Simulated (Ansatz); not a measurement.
# ρ(T) of Tl (P6_3/mmc) in two numbers

Aim: condense the phonon-limited resistivity of Tl (P6_3/mmc) into a transport Debye temperature and an amplitude, and test the fit on a temperature held back.

The resistivities were computed with Ansatz 0.2.0 (DFT PBE, scalar-relativistic, plane waves, PAW) from the linearised Boltzmann equation with harmonic phonons, on q 6×6×3, k 18×18×9, scattering 36×36×20; the fit below is done by hand on them.

Experimental background.

For Tl (bulk crystal), “CRC Handbook of Chemistry and Physics, 84th edition, Electrical Resistivity of Pure Metals” (2003, CRC Press, section 12, read from Wikipedia's data page) quotes earlier work: resistivity at 273 K 15 μΩ cm.

**1. What is given**

Symmetry: P6_3/mmc, No. 194, hexagonal system. The conventional cell has a = 3.571 Å, b = 3.571 Å, c = 5.671 Å, α = 90.00°, β = 90.00°, γ = 120.00°. Around Tl on site c lie 12 Tl at 3.51 to 3.57 Å.

This is the relaxed cell of the run, from steps not shown here.

The mean resistivity of the three axes from 50 to 500 K, with one row held back; rows over the melting point are left out; the colder rows stay outside the fit and test it at the end:

```tsv
T (K)	ρ (μΩ cm)
50	3.234
80	5.489
100	?
150	10.57
200	14.16
273	19.39
300	21.33
400	28.52
500	35.76
```

No spin–orbit coupling, which matters for Tl. Rows over the melting point describe no crystal.

**2. Model and fit**

Bloch and Grüneisen's form is ρ(T) = A (T/Θ)⁵ J₅(Θ/T), with J₅(z) the integral of x⁵/((eˣ − 1)(1 − e⁻ˣ)) from 0 to z. It goes as T⁵ far below Θ and as A T/(4Θ) far above. For a trial Θ the best A is the geometric mean of ρ/[(T/Θ)⁵ J₅] over the rows, and the scatter of that ratio measures the fit:

```tsv
Θ (K)	A (μΩ cm)	scatter (%)
40	11.27	2.0
54	15.30	1.1
62	17.64	0.5
68	19.42	0.2
74	21.21	0.7
84	24.24	1.8
102	29.88	4.0
```

The scatter is least at Θ = 68 K, with A = 19.42 μΩ cm (0.2 % r.m.s.).

```tsv
T (K)	computed	fit
50	3.234	3.226
80	5.489	5.487
150	10.57	10.59
200	14.16	14.19
273	19.39	19.42
300	21.33	21.35
400	28.52	28.51
500	35.76	35.65
```

**3. Prediction and check**

At T = 100 K, Θ/T = 0.680, J₅ = 0.05210 and (T/Θ)⁵ = 6.878, so the fit gives 6.958 μΩ cm. The computed value is 6.955 μΩ cm: the fit is off by +0.05 %. Outside its range, at 20 K, it gives 0.800 against 0.830 μΩ cm computed, 0.96 times that; at that temperature the run's own test moves by 4 % between meshes in the component that moves most. Among the rows used, the largest miss is -0.3 %, at 500 K.

**4. Reading Θ and A**

Θ = 68 K is 1.54 times ħω_log/k_B (44 K) and 0.61 of the highest phonon frequency (112 K). The high-temperature slope of the fit, A/(4Θ), is 0.0714 μΩ cm/K. The same slope from the run's transport coupling and plasma energy, 2π k_B λ_tr/(ħ ε₀ ω_p²) with λ_tr = 0.896, 0.896, 0.904 (xx, yy, zz) and ħω_p = 6.72, 6.72, 8.06 (xx, yy, zz) eV, is 0.0719 μΩ cm/K in the mean of the axes, +0.7 % from it. For comparison, the computed rows rise by 0.0724 μΩ cm/K between the two hottest.

**5. Outcome**

```yaml
theta: 68 K
a: 19.42 μΩ cm
scatter_of_the_fit: 0.2 %
held_back_row_at_100_k_fit_against_computed: 6.958 against 6.955 μΩ cm
```

Two numbers, Θ = 68 K and A = 19.4 μΩ cm, hold the computed ρ(T) from 50 to 500 K within 0.17 % r.m.s. and predict the held-back row within 0.05 %. By the run's own test the resistivity at 300 K moves by 4 % between its two finest scattering meshes, in the component that moves most. The mean hides an anisotropy: at 300 K the components are 23.7, 23.7, 16.7 (xx, yy, zz) μΩ cm. Spin–orbit coupling is left out. The relaxed volume lies +9.6 % from the database entry, whose temperature is not recorded here; volume shifts the phonons and ρ. The fit describes the calculation: impurities, thermal expansion, changes of phase and anharmonicity are in neither.

Computed beside measured:

| quantity | measured | q 6×6×3, fine 36×36×20 |
| --- | --- | --- |
| resistivity at 273 K (computed: phonon part alone; the measured value holds the sample's residual resistivity) (μΩ cm) | 15 | 19.39 (+29.3 %) |

Measured values from CRC Press, section 12, read from Wikipedia's data page (2003).

Verdict: The resistivity at 273 K is off by +29.3 %: a clear miss.

[Logs are printed without paths, hosts, clocks, repeated set-up lines and the standing remarks that a program may print on its own settings, such as how far it seeks lower states.]

[Hosts, paths, dates, database ids (printed as entryN), source tags and the programs' standing remarks are cut or masked in the printed files.]
